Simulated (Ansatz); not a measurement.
## From LDA to G0W0: Nb2Sn2O7 (Fd-3m)

How far does one-shot GW move the LDA gap of Nb2Sn2O7 (Fd-3m)?

Program: Ansatz 0.2.0. Level of theory: LDA, then G0W0 on it, plane waves, PAW. Results are calculated unless marked as measured.

**The experiments to reproduce.**

- Gap 2.6 eV: optical absorption-edge onset (lowest of the four compounds), not Tauc gap; UV-vis transmission and reflection; 300 K; film (relaxed epitaxial (111) film by pulsed laser deposition; approximate value) on Y-stabilized ZrO2 (111) (“Trends in Bandgap of Epitaxial textitA2textitB2O7 (textitA = Sn, Pb; textitB = Nb, Ta) Films Fabricated by Pulsed Laser Deposition”, 2022, arxiv:2207.00434).

### 1. The structure

It takes space group Fd-3m (No. 227, cubic). Conventional cell: a = 10.761 Å, b = 10.761 Å, c = 10.761 Å, α = 90.00°, β = 90.00°, γ = 90.00°. Nearest to Nb lie 6 O at 2.02 Å. Nearest to Sn lie 2 O at 2.33 Å. Nearest to O lie 2 Nb at 2.02 Å. O has 4 Sn at 2.33 Å nearest. Farther neighbours and most contacts between anions are not listed.

The cell and positions are those that the Materials Project relaxed with its own functionals (PBE, PBE+U or r2SCAN), kept fixed. At the settings of the band run the largest force is still 0.46 eV/Å. The default PAW set here is soft_2. Its files were made with PBE.

### 2. The LDA band structure

Levels along a band path and on the mesh show where this functional puts the band edges.

This step: DFT, LDA, plane waves, PAW.

Input file input.yaml:

```yaml
crystal:
  lattice:
    - [0.0, 5.380295, 5.380295]
    - [5.380295, 0.0, 5.380295]
    - [5.380295, 5.380295, 0.0]
  atoms:
    - { symbol: Nb, position: [0.125, 0.125, 0.125] }
    - { symbol: Nb, position: [0.625, 0.125, 0.125] }
    - { symbol: Nb, position: [0.125, 0.125, 0.625] }
    - { symbol: Nb, position: [0.125, 0.625, 0.125] }
    - { symbol: Sn, position: [0.625, 0.625, 0.125] }
    - { symbol: Sn, position: [0.625, 0.625, 0.625] }
    - { symbol: Sn, position: [0.125, 0.625, 0.625] }
    - { symbol: Sn, position: [0.625, 0.125, 0.625] }
    - { symbol: O, position: [0.061003, 0.438997, 0.061003] }
    - { symbol: O, position: [0.061003, 0.061003, 0.438997] }
    - { symbol: O, position: [0.811003, 0.188997, 0.811003] }
    - { symbol: O, position: [0.061003, 0.438997, 0.438997] }
    - { symbol: O, position: [0.188997, 0.811003, 0.188997] }
    - { symbol: O, position: [0.438997, 0.061003, 0.061003] }
    - { symbol: O, position: [0.188997, 0.188997, 0.811003] }
    - { symbol: O, position: [0.188997, 0.811003, 0.811003] }
    - { symbol: O, position: [0.75, 0.75, 0.75] }
    - { symbol: O, position: [0.811003, 0.188997, 0.188997] }
    - { symbol: O, position: [0.438997, 0.438997, 0.061003] }
    - { symbol: O, position: [0.811003, 0.811003, 0.188997] }
    - { symbol: O, position: [0.5, 0.5, 0.5] }
    - { symbol: O, position: [0.438997, 0.061003, 0.438997] }
kpoints:
  mp_grid: { grid: [4, 4, 4] }
  band_path:
    path:
      - [[0.0, 0.0, 0.0], [0.5, 0.0, 0.5], [0.625, 0.25, 0.625]]
      - [[0.375, 0.375, 0.75], [0.0, 0.0, 0.0], [0.5, 0.5, 0.5], [0.5, 0.25, 0.75], [0.5, 0.0, 0.5]]
    npoints: 10
hamiltonian:
  xc: lda
scf:
  occupations: { method: fermi_dirac, width: 0.02 }
  n_extra_bands: 11
output:
  eigenvalues: true
  forces: true
  stress: true
```

Launch:

```
$ ansatz run input.yaml --threads 24 --pin off --max-ram 82944MiB --backend cuda --events-out ev --progress --plain --runs-dir out --devices 1 --max-vram 78GiB
```

Numbers of over 12 decimals in the logs are rounded to 6 here.

The log of the run:

```text
scf.n_extra_bands = 11 over 96 filled bands (N_el = 192.0): the run solves 107 bands
GPUs: using 1 of 1 available (devices: 1).
Engine: ansatz 0.2.0, aarch64-unknown-linux-gnu
Pseudopotentials: kind: paw
Pseudopotential: Nb, paw, valence charge 13, recommended cutoff 420 eV (normal), Nb.paw.azcp
Pseudopotential: Sn, paw, valence charge 14, recommended cutoff 420 eV (normal), Sn.paw.azcp
Pseudopotential: O, paw, valence charge 6, recommended cutoff 420 eV (normal), O.paw.azcp
Functional definition: SPW92
  exchange = slater_x
  correlation = pw_c
[...]
Crystal: 22 atoms, lattice volume = 311.493 Å³
Basis set: ecut = 420 eV, 6081 PW (Γ)
Bands: 107, of which v1, the nominal top of the filled ones, is band 96 counted from 1 (95 counted from 0)
Symmetry: 48 space group operations
Space group: Fd-3m (ITA 227), of the structure as read, at distance tolerance 6.8e-5 Å
k-points: 8 of 64
Non-local potential: Nb, projectors of the file, l = 0: 3, l = 1: 2, l = 2: 2, l = 3: 1
Non-local potential: Sn, projectors of the file, l = 0: 2, l = 1: 2, l = 2: 2, l = 3: 2
Non-local potential: O, projectors of the file, l = 0: 2, l = 1: 2, l = 2: 1
PAW form: soft (Blöchl's): semilocal exchange-correlation on the pseudo side does not see the compensation charge
PAW frozen core: Nb, regenerated for the run's functional, and the local potential with it (the file was generated under x = pbe(κ = 0.804, μ = 0.219515), c = pbe(β = 0.066725))
PAW frozen core: Sn, regenerated for the run's functional, and the local potential with it (the file was generated under x = pbe(κ = 0.804, μ = 0.219515), c = pbe(β = 0.066725))
PAW frozen core: O, regenerated for the run's functional, and the local potential with it (the file was generated under x = pbe(κ = 0.804, μ = 0.219515), c = pbe(β = 0.066725))
PAW one-centre angular grid: Nb, 590 points (default); XC on 64 Gauss nodes
PAW one-centre angular grid: Sn, 590 points (default); XC on 64 Gauss nodes
PAW one-centre angular grid: O, 110 points (default); XC on 64 Gauss nodes
Initial density: superposition of atomic densities (neutral atoms: chi_scale 0, normalization atom), corrected by the library's trained network
Initial wavefunctions: pseudopotential atomic-orbital guess
[...]
Functional: x = slater, c = lda
SCF iter   1: F=—  HF=-49073.409127 eV  |F-HF|=—  |Δ(HF+E_count)|=         —  Δρ=1.86e-2  dr2=1.02e0  ethr=1.77e-3  ⟨swp⟩=6.2  Hψ=3068  notcnv=0
preconditioner: auto → Resta (q_TF=auto, 2.517 Å⁻¹)  ε∞=5.6  [insulator: Δε(μ)=1.082 eV  Ē_g=12.380 eV  σ=0.020 eV  W_gap=1.00  n_scr=64 (ndim 8)  ℏωp=26.6 eV  f_vac=0.037  D(μ)=0.00/eV (n_scr^D=0)  ε∞_Penn≈5.6]
SCF iter   2: F=—  HF=-49073.197415 eV  |F-HF|=—  |Δ(HF+E_count)|=   2.12e-1  Δρ=7.84e-3  dr2=2.21e-1  ethr=5.33e-4  ⟨swp⟩=2.0  Hψ=1546  notcnv=0  defer=32
SCF iter   3: F=—  HF=-49073.158347 eV  |F-HF|=—  |Δ(HF+E_count)|=   3.91e-2  Δρ=3.02e-3  dr2=3.76e-2  ethr=1.15e-4  ⟨swp⟩=2.0  Hψ=1240  notcnv=0  defer=32
SCF iter   4: F=—  HF=-49073.146639 eV  |F-HF|=—  |Δ(HF+E_count)|=   1.17e-2  Δρ=9.38e-4  dr2=4.71e-3  ethr=1.96e-5  ⟨swp⟩=2.0  Hψ=1257  notcnv=0  defer=32
SCF iter   5: F=—  HF=-49073.145993 eV  |F-HF|=—  |Δ(HF+E_count)|=   6.46e-4  Δρ=9.27e-4  dr2=2.32e-3  ethr=2.46e-6  ⟨swp⟩=2.0  Hψ=1208  notcnv=0  defer=32
SCF iter   6: F=—  HF=-49073.145116 eV  |F-HF|=—  |Δ(HF+E_count)|=   8.77e-4  Δρ=1.50e-4  dr2=6.88e-5  ethr=1.21e-6  ⟨swp⟩=2.0  Hψ=1208  notcnv=0  defer=32
SCF iter   7: F=—  HF=-49073.145598 eV  |F-HF|=—  |Δ(HF+E_count)|=   4.82e-4  Δρ=3.36e-5  dr2=3.05e-6  ethr=3.59e-8  ⟨swp⟩=2.0  Hψ=1219  notcnv=0  defer=32
SCF iter   8: F=—  HF=-49073.145598 eV  |F-HF|=—  |Δ(HF+E_count)|=   3.56e-7  Δρ=8.28e-6  dr2=1.99e-7  ethr=1.59e-9  ⟨swp⟩=2.0  Hψ=1464  notcnv=0  defer=32
SCF iter   9: F=-49073.145598 eV  HF=-49073.145598 eV  |F-HF|=1.49e-9  |Δ(HF+E_count)|=   9.44e-8  Δρ=2.28e-6  dr2=1.98e-8  ethr=5.21e-11  ⟨swp⟩=10.1  Hψ=3210  notcnv=0
SCF 1 converged in 9 iterations: F = -49073.145598 eV  dr2 = 1.98e-8
  greatest PAW one-centre occupation: 0.998 electrons in one spin orbital (limit 2), on the Nb atom at site 3 (counted from 0), in its partial waves of l = 0
[...]
NSCF: frozen V_eff on 62 k-points, pencils in batches of 32, up to order 472
SCF converged after 9 iterations
Free energy (F): -49073.145598 eV
Harris-Foulkes:  -49073.145598 eV  (|F-HF|=1.49e-9)
Internal energy: -49073.145598 eV  (E = F + TS)
E sigma→0 (E₀):  -49073.145598 eV
Fermi energy:    9.830715 eV
--- Per-component energies (eV) ---
  E_band       = -1134.107880
  E_kinetic    = 4722.988802
  E_local      = -12003.245935  (includes V_loc(G=0)·N_el)
  E_nonlocal   = 1055.608268
  E_hartree    = 4980.636724
  E_xc         = -3222.633629
  E_vxc        = -2539.993547  (∫ρ·V_xc dr)
  E_paw        = -29867.027873  (= ΣΔE_a)
  E_vpaw       = -2330.783762  (= ΣTr[D̂ρ^β])
  E_aug_tail   = 0.034374  (compensation charges beyond the density's cutoff)
  E_ewald      = -14744.265601
  E_core_change = 4.759271  (= ΣΔE_core)
  E_smearing   = -0.000000  (= −TS)
  E_closure    = -0.000000  (closes the sum)
  Σ components = -49073.145598   (vs F -49073.145598, Δ=0.00e0)
--- Forces (eV/Å), atoms counted from 1 ---
  atom   1  Nb     0.00000000    -0.00000000     0.00000000
  atom   2  Nb     0.00000000    -0.00000000    -0.00000000
  atom   3  Nb     0.00000000     0.00000000    -0.00000000
  atom   4  Nb     0.00000000    -0.00000000    -0.00000000
  atom   5  Sn     0.00000000     0.00000000     0.00000000
  atom   6  Sn    -0.00000000    -0.00000000    -0.00000000
  atom   7  Sn    -0.00000000    -0.00000000    -0.00000000
  atom   8  Sn    -0.00000000     0.00000000    -0.00000000
  atom   9  O      0.00000000     0.46294033    -0.00000000
  atom  10  O     -0.00000000    -0.00000000     0.46294033
  atom  11  O      0.00000000     0.46294033     0.00000000
  atom  12  O     -0.46294033     0.00000000     0.00000000
  atom  13  O     -0.00000000    -0.46294033    -0.00000000
  atom  14  O      0.46294033    -0.00000000     0.00000000
  atom  15  O      0.00000000    -0.00000000    -0.46294033
  atom  16  O      0.46294033     0.00000000    -0.00000000
  atom  17  O     -0.00000000     0.00000000     0.00000000
  atom  18  O     -0.46294033    -0.00000000    -0.00000000
  atom  19  O      0.00000000     0.00000000    -0.46294033
  atom  20  O      0.00000000    -0.00000000     0.46294033
  atom  21  O      0.00000000     0.00000000    -0.00000000
  atom  22  O     -0.00000000    -0.46294033    -0.00000000
  max |Σ_I F_I| component: 1.46e-16 eV/Å
--- Stress (GPa, compression-positive) ---
      -12.470100      -0.000000       0.000000
        0.000000     -12.470100       0.000000
       -0.000000       0.000000     -12.470100
  P = ⅓ Tr σ = -12.4701 GPa (-124.701 kbar)
--- Band table (eV; the first three rows and the last of 8) ---
  k-point 0: bands = ["-46.9639", "-46.9555", "-46.9555", "-46.9555", "-23.2584", "-23.2180", "-23.2180", "-23.2180", "-23.2035", "-23.2035", "-23.0743", "-23.0743", "-23.0743", "-23.0435", "-23.0435", "-23.0435", "-11.6131", "-11.4813", "-11.4813", "-11.4777", "-11.4777", "-11.4777", "-11.4480", "-11.4480", "-11.4480", "-11.3793", "-11.3793", "-11.3793", "-11.3670", "-11.3670", "-11.3242", "-11.3242", "-11.3242", "- [...]
  k-point 1: bands = ["-46.9631", "-46.9564", "-46.9555", "-46.9555", "-23.2455", "-23.2122", "-23.2122", "-23.2031", "-23.1888", "-23.1888", "-23.0919", "-23.0919", "-23.0743", "-23.0728", "-23.0473", "-23.0473", "-11.5850", "-11.4782", "-11.4782", "-11.4759", "-11.4736", "-11.4736", "-11.4511", "-11.4511", "-11.4479", "-11.3825", "-11.3754", "-11.3754", "-11.3643", "-11.3643", "-11.3515", "-11.3315", "-11.3315", "- [...]
  k-point 2: bands = ["-46.9618", "-46.9576", "-46.9555", "-46.9555", "-23.2389", "-23.2109", "-23.2109", "-23.1494", "-23.1434", "-23.1434", "-23.1377", "-23.1377", "-23.1347", "-23.0744", "-23.0492", "-23.0492", "-11.5455", "-11.4756", "-11.4756", "-11.4739", "-11.4663", "-11.4663", "-11.4568", "-11.4568", "-11.4478", "-11.4071", "-11.3731", "-11.3731", "-11.3701", "-11.3536", "-11.3536", "-11.3456", "-11.3456", "- [...]
  k-point 7: bands = ["-46.9597", "-46.9597", "-46.9555", "-46.9555", "-23.2034", "-23.2034", "-23.1907", "-23.1907", "-23.1418", "-23.1418", "-23.1411", "-23.1411", "-23.0938", "-23.0938", "-23.0700", "-23.0700", "-11.4770", "-11.4770", "-11.4739", "-11.4739", "-11.4669", "-11.4669", "-11.4604", "-11.4604", "-11.4549", "-11.4549", "-11.3703", "-11.3703", "-11.3582", "-11.3582", "-11.3513", "-11.3513", "-11.3361", "- [...]
```

The job ended after 1.7 s (1 × NVIDIA GB200 (shared by 2 runs) with 24 threads of Arm Neoverse V2, shared host; peak memory 1.2 GiB; 4.7 s of CPU time).

Numbers from this step:

```
pressure             : -12.47 GPa
filled bands         : 96
gap                  : 0.9394 eV
valence top at       : L
conduction bottom at : Γ
least direct gap     : 1.147 eV
```

Over mesh and path the gap is 0.939 eV, from k = (0.500, 0.500, 0.500) to k = Γ. The least direct gap found is 1.147 eV, at k = Γ. The pressure in this cell is -12 GPa; the cell is kept.

Electronic bands along the path, in eV, zero at the top of the highest nominally filled band:

```
    point  band 93  band 94  band 95  band 96  band 97  band 98  band 99  band 100
        Γ    -2.48    -0.21    -0.21    -0.21     0.94     0.94     1.22      1.22
  halfway    -1.95    -0.65    -0.11    -0.11     1.13     1.28     1.30      1.34
        X    -1.20    -1.20    -0.05    -0.05     1.11     1.11     1.35      1.35
  halfway    -1.24    -1.18    -0.08    -0.06     1.12     1.21     1.35      1.42
        U    -1.35    -1.13    -0.12    -0.07     1.16     1.34     1.46      1.56
jump to K    -1.35    -1.13    -0.12    -0.07     1.16     1.34     1.46      1.56
  halfway    -1.88    -0.69    -0.11    -0.09     1.18     1.19     1.26      1.38
        Γ    -2.48    -0.21    -0.21    -0.21     0.94     0.94     1.22      1.22
  halfway    -2.04    -0.58    -0.11    -0.11     1.11     1.11     1.29      1.29
        L    -1.48    -1.00     0.00     0.00     1.15     1.15     1.17      1.30
  halfway    -1.46    -1.04    -0.09    -0.06     1.23     1.27     1.39      1.41
        W    -1.24    -1.24    -0.11    -0.11     1.35     1.35     1.53      1.53
  halfway    -1.22    -1.22    -0.08    -0.08     1.22     1.22     1.42      1.42
        X    -1.20    -1.20    -0.05    -0.05     1.11     1.11     1.35      1.35
```

### 3. G0W0 on the 2×2×2 mesh

G0W0 replaces the xc potential by a self-energy built once from the orbitals of the start. Levels are corrected in the window of bands that the input names, at points of the mesh.

This step: G0W0 on LDA, plane waves, PAW.

input.yaml, as its differences from that of step 2:

```diff
@@ -29,8 +29,3 @@
 kpoints:
-  mp_grid: { grid: [4, 4, 4] }
-  band_path:
-    path:
-      - [[0.0, 0.0, 0.0], [0.5, 0.0, 0.5], [0.625, 0.25, 0.625]]
-      - [[0.375, 0.375, 0.75], [0.0, 0.0, 0.0], [0.5, 0.5, 0.5], [0.5, 0.25, 0.75], [0.5, 0.0, 0.5]]
-    npoints: 10
+  mp_grid: { grid: [2, 2, 2] }
 hamiltonian:
@@ -38,7 +33,8 @@
 scf:
-  occupations: { method: fermi_dirac, width: 0.02 }
-  n_extra_bands: 11
-output:
-  eigenvalues: true
-  forces: true
-  stress: true
+  occupations: { method: fixed }
+gw:
+  n_empty_bands: 929
+  ecut_chi: 120.0
+  qp_bands: [v4, c4]
+  qp_kpoints: band_edges
+  screening: { model: contour_deformation }
```

The log of the run:

```text
GPUs: using 1 of 1 available (devices: 1).
[...]
Crystal: 22 atoms, lattice volume = 311.493 Å³
Basis set: ecut = 420 eV, 6081 PW (Γ)
Bands: 118, of which v1, the nominal top of the filled ones, is band 96 counted from 1 (95 counted from 0)
Symmetry: 48 space group operations
[...]
k-points: 3 of 8
[...]
SCF iter   1: F=—  HF=-49073.054512 eV  |F-HF|=—  |Δ(HF+E_count)|=         —  Δρ=1.65e-2  dr2=8.18e-1  ethr=1.77e-3  ⟨swp⟩=4.7  Hψ=1103  notcnv=0  defer=53
[...]
SCF iter   9: F=-49072.824777 eV  HF=-49072.824777 eV  |F-HF|=1.13e-9  |Δ(HF+E_count)|=   4.69e-8  Δρ=1.80e-6  dr2=1.13e-8  ethr=5.21e-11  ⟨swp⟩=10.3  Hψ=1295  notcnv=0
SCF 1 converged in 9 iterations: F = -49072.824777 eV  dr2 = 1.13e-8
[...]
NSCF: frozen V_eff on 3 k-points
[...]
SCF converged after 9 iterations
[...]
--- G₀W₀: contour deformation, 7 samples at zero and on the imaginary axis and 1 off it, 8 q-points, 929 empty bands' worth ---
  eigenvalues of the whole cell's RPA ε∞ on this k-mesh (on a slab, of 1 + 4πα/V) = 14.4229, 14.4229, 14.4229; static W/v taken at q = 0 is 0.069334
  bands read: the sum over 1025 bands ends inside a degenerate multiplet in 1 slot, whose members it reads at an even weight; the widest, k=2: bands 1025 to 1026 (counted from 1) at 1/2 each
  gw.qp_kpoints: band_edges: 3 of 3 stored k-points solved, in 1 pass; an edge of the gap read off the rows below is read off those points alone
    ik  band        ε_KS         Σx   Σc(E_QP)       V_xc       Z   E_QP_lin       E_QP  E_QP is
     0    93      6.8826   -25.9933     4.7757   -21.2032  0.6909     6.8682     6.8682  root
     0    94      9.1692   -21.9477     2.6633   -19.3245  0.6978     9.2093     9.2094  root
     0    95      9.1692   -21.9477     2.6633   -19.3245  0.6978     9.2093     9.2094  root
     0    96      9.1692   -21.9477     2.6633   -19.3245  0.6978     9.2093     9.2094  root
     0    97     10.2520   -14.0333    -5.3020   -20.1552  0.7074    11.1375    11.0719  root
     0    98     10.2520   -14.0333    -5.3020   -20.1552  0.7074    11.1375    11.0719  root
     0    99     10.5377   -14.0016    -5.5947   -20.4339  0.7025    11.4531    11.3753  root
     0   100     10.5377   -14.0016    -5.5947   -20.4339  0.7025    11.4531    11.3753  root
     1    93      7.8804   -22.0806     2.8098   -19.2950  0.7053     7.9045     7.9045  root
     1    94      8.3682   -20.9839     2.6014   -18.4051  0.6943     8.3909     8.3908  root
     1    95      9.3724   -21.7753     2.2981   -19.5699  0.7059     9.4647     9.4651  root
     1    96      9.3724   -21.7753     2.2981   -19.5699  0.7059     9.4647     9.4651  root
     1    97     10.4680   -13.7273    -5.2088   -19.7054  0.7020    11.3035    11.2373  root
     1    98     10.4680   -13.7273    -5.2088   -19.7054  0.7020    11.3035    11.2373  root
     1    99     10.4804   -13.4370    -5.3544   -19.5577  0.7015    11.3166    11.2467  root
     1   100     10.6167   -13.4820    -5.6606   -19.9492  0.7011    11.5038    11.4233  root
     2    93      8.1636   -21.3089     2.4640   -18.8857  0.6989     8.2044     8.2044  root
     2    94      8.1636   -21.3089     2.4640   -18.8857  0.6989     8.2044     8.2044  root
     2    95      9.3176   -21.1448     2.0321   -19.2176  0.7081     9.4221     9.4225  root
     2    96      9.3176   -21.1448     2.0321   -19.2176  0.7081     9.4221     9.4225  root
     2    97     10.4235   -13.1460    -5.3202   -19.2317  0.7056    11.2490    11.1890  root
     2    98     10.4235   -13.1460    -5.3202   -19.2317  0.7056    11.2490    11.1890  root
     2    99     10.6684   -13.7328    -5.4190   -19.9274  0.6959    11.5128    11.4440  root
     2   100     10.6684   -13.7328    -5.4190   -19.9274  0.6959    11.5128    11.4440  root
```

Elapsed: 5.4 s, on 1 × NVIDIA GB200 (shared by 2 runs) with 24 threads; peak memory 2.1 GiB.

This step gave:

```yaml
bands_summed: 1025
rpa_eps_infinity_on_this_mesh_eigenvalues: 14.42, 14.42, 14.42
plane_waves_in_the_screening_matrix: 941
q_points_in_the_mesh: 8
g0w0_gap_over_the_corrected_points: 1.607 eV
k_of_the_valence_top: 0, 0, -0.5
k_of_the_conduction_bottom: 0, 0, 0
starting_gap_on_the_mesh: 0.8796 eV
z_at_the_valence_top: 0.7059
z_at_the_conduction_bottom: 0.7074
least_direct_g0w0_gap_over_the_corrected_points: 1.766 eV
```

Over all 3 irreducible mesh points the G0W0 gap is 1.607 eV, from k = (0.000, 0.000, -0.500) to k = Γ. The LDA gap of this run on the mesh is 0.880 eV. The two states that bound the G0W0 gap lie that far apart at the start, so the correction of the gap is 1.607 − 0.880 = +0.727 eV. The start of this run differs from the step before in mesh (4×4×4 and 2×2×2).

Labels follow the order of the start: v1 is the top filled band, c1 the lowest empty one; levels that stay degenerate share a row, the window can cut a multiplet, doubted levels are not marked in this list, bands outside the window were not corrected, and the list may be a part of the corrected levels. The levels before and after the correction (eV, zero at the valence-band top of each column):

```csv
,conduction bottom,valence top
Kohn-Sham,0.88,0.00
G0W0,1.61,0.00
```

```
                      level  occupation  energy (eV)
Kohn-Sham           Γ v3-v1           2       -0.203
Kohn-Sham           Γ c1-c2           0        0.880
Kohn-Sham              Γ c3           0        1.165
Kohn-Sham     (0 0 -0.5) v3           2       -1.004
Kohn-Sham  (0 0 -0.5) v2-v1           2        0.000
Kohn-Sham  (0 0 -0.5) c1-c2           0        1.096
Kohn-Sham     (0 0 -0.5) c3           0        1.108
     G0W0           Γ v3-v1           2       -0.256
     G0W0           Γ c1-c2           0        1.607
     G0W0              Γ c3           0        1.910
     G0W0     (0 0 -0.5) v3           2       -1.074
     G0W0  (0 0 -0.5) v2-v1           2        0.000
     G0W0  (0 0 -0.5) c1-c2           0        1.772
     G0W0     (0 0 -0.5) c3           0        1.782
```

The parts of the quasiparticle energy for the two states that bound the G0W0 gap, in eV on the run's own scale (QP = start + Σx + Σc − Vxc, with Σc at the quasiparticle energy):

```
             edge                       k  band   start       Σx      Σc      Vxc      Z      QP
      valence top  (0.000, 0.000, -0.500)    95   9.372  −21.775   2.298  −19.570  0.706   9.465
conduction bottom                       Γ    97  10.252  −14.033  −5.302  −20.155  0.707  11.072
```

[end of part 1 of 2]

[Paths, hosts, dates, memory and timing lines, banners, echoed tables and standing remarks are left out of the program output.]

[Logs are printed without paths, hosts, clocks, repeated set-up lines and the standing remarks that a program may print on its own settings, such as how far it seeks lower states.]

[Runs of the session that timed out or met a known fault of the program may be left out.]

[Cells called generated may have been cut or substituted from an entry of the Crystallography Open Database or the Materials Project.]

[Hosts, paths, dates, database ids (printed as entryN), source tags and the programs' standing remarks are cut or masked in the printed files.]

[Where an RPA ε∞ is given, it is that of the G0W0 mesh and is not shown converged in it. Names of k-points follow the symmetry that the program found, which can be lower than the space group named. Band edges on a path are those of the sampled points; other points can move an edge, and change direct to indirect where valleys lie close.]

[Hybrid gaps are those of their k-mesh and are not shown converged in it.]
